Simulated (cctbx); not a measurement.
# Reading a Patterson map

Space group Pmmn (no. 59, origin choice 1), a = 5.1450 Å, b = 8.3650 Å, c = 7.5040 Å, α = 90.00°, β = 90.00°, γ = 90.00°, content Ir6 Ga12 V4.

Simulated single-crystal data (cctbx): synchrotron X-rays, λ = 0.6889 Å, to d = 0.84 Å, 95 % of the full sphere, strongest reflection 40000 counts, noise from counting, a 2 % proportional error and a noise floor of 8 counts (s.d.); no absorption.

Patterson synthesis, origin scaled to 1000:

```text
Patterson group P m m m
      u       v       w   height  length (A)
  0.000   0.000   0.000   1000.0     0.00
  0.500   0.203   0.500    290.1     4.86
  0.000   0.430   0.000    280.5     3.59
  0.000   0.283   0.445    271.5     4.09
  0.500   0.212   0.123    266.3     3.26
  0.500   0.500   0.315    264.7     5.45
  0.500   0.500   0.080    249.3     4.95
  0.000   0.000   0.380    189.6     2.85
  0.248   0.000   0.332    173.7     2.80
  0.252   0.224   0.199    138.3     2.72
  0.500   0.068   0.318    123.2     3.56
  0.500   0.500   0.500    121.7     6.18
  0.500   0.000   0.171    103.2     2.87
  0.000   0.209   0.294     99.8     2.81
```

**Question.** Which atom pairs make the peaks, and where is the heaviest atom?

A peak at u stands for all pairs with xi − xj = u, with weight Σ ZiZj against Σ Z² = 49222 at the origin. Peak heights follow these weights only roughly, since form factors, motion and series ripples differ, all vectors within 0.55 Å of a peak are counted as merged into it though the farther ones add only part of their weight, and F(000) is left out, which lowers the whole map:

| u | v | w | shortest length (Å) | height | 1000 ΣZiZj/ΣZ² | pairs in the cell |
| --- | --- | --- | --- | --- | --- | --- |
| 0.500 | 0.203 | 0.500 | 4.86 | 290 | 504 | 8 × Ir–Ga, 8 × Ga–V |
| 0.000 | 0.430 | 0.000 | 3.60 | 280 | 280 | 2 × Ir–Ir, 2 × Ga–Ga |
| 0.000 | 0.283 | 0.445 | 4.09 | 272 | 338 | 2 × Ir–Ir, 4 × Ga–V, 2 × Ga–Ga |
| 0.500 | 0.212 | 0.123 | 3.26 | 266 | 280 | 2 × Ir–Ir, 2 × Ga–Ga |
| 0.500 | 0.500 | 0.315 | 5.45 | 265 | 260 | 2 × Ir–Ir, 1 × Ga–Ga |
| 0.500 | 0.500 | 0.080 | 4.95 | 249 | 350 | 6 × Ir–Ga, 3 × Ga–Ga |
| 0.000 | 0.000 | 0.380 | 2.85 | 190 | 291 | 6 × Ir–Ga |
| 0.248 | 0.000 | 0.332 | 2.80 | 174 | 280 | 4 × Ir–V, 2 × Ir–Ga, 2 × Ga–Ga |
| 0.252 | 0.224 | 0.199 | 2.72 | 138 | 208 | 2 × Ir–Ga, 2 × Ir–V, 2 × Ga–Ga |
| 0.500 | 0.068 | 0.318 | 3.55 | 123 | 120 | 1 × Ir–Ir |

The table stops at ten peaks or at a height of 45, below which ripples compete. In the model behind the data Ir, the heaviest element, has 2 independent sites: (0, 0, 0.7174) and (0, 0.2862, 0.1583), up to an allowed shift of origin; the Ir–Ir vectors are differences of these positions and their symmetry mates. The whole model:

```csv
atom,mult.,x,y,z,Ueq (Å²)
Ir1,2,0,0,0.7174,0.0139
Ir2,4,0,0.2862,0.1583,0.0110
Ga1,4,0.7582,0,0.0367,0.0192
Ga2,2,1/2,0,0.5552,0.0171
Ga3,2,0,0,0.3714,0.0197
Ga4,4,0,0.6864,0.7666,0.0177
V1,4,3/4,3/4,1/2,0.0213
```

This is a model crystal, built by substitution and not relaxed, with assumed displacement parameters.

[Logs are printed without paths, hosts, clocks, repeated set-up lines and the standing remarks that a program may print on its own settings, such as how far it seeks lower states.]
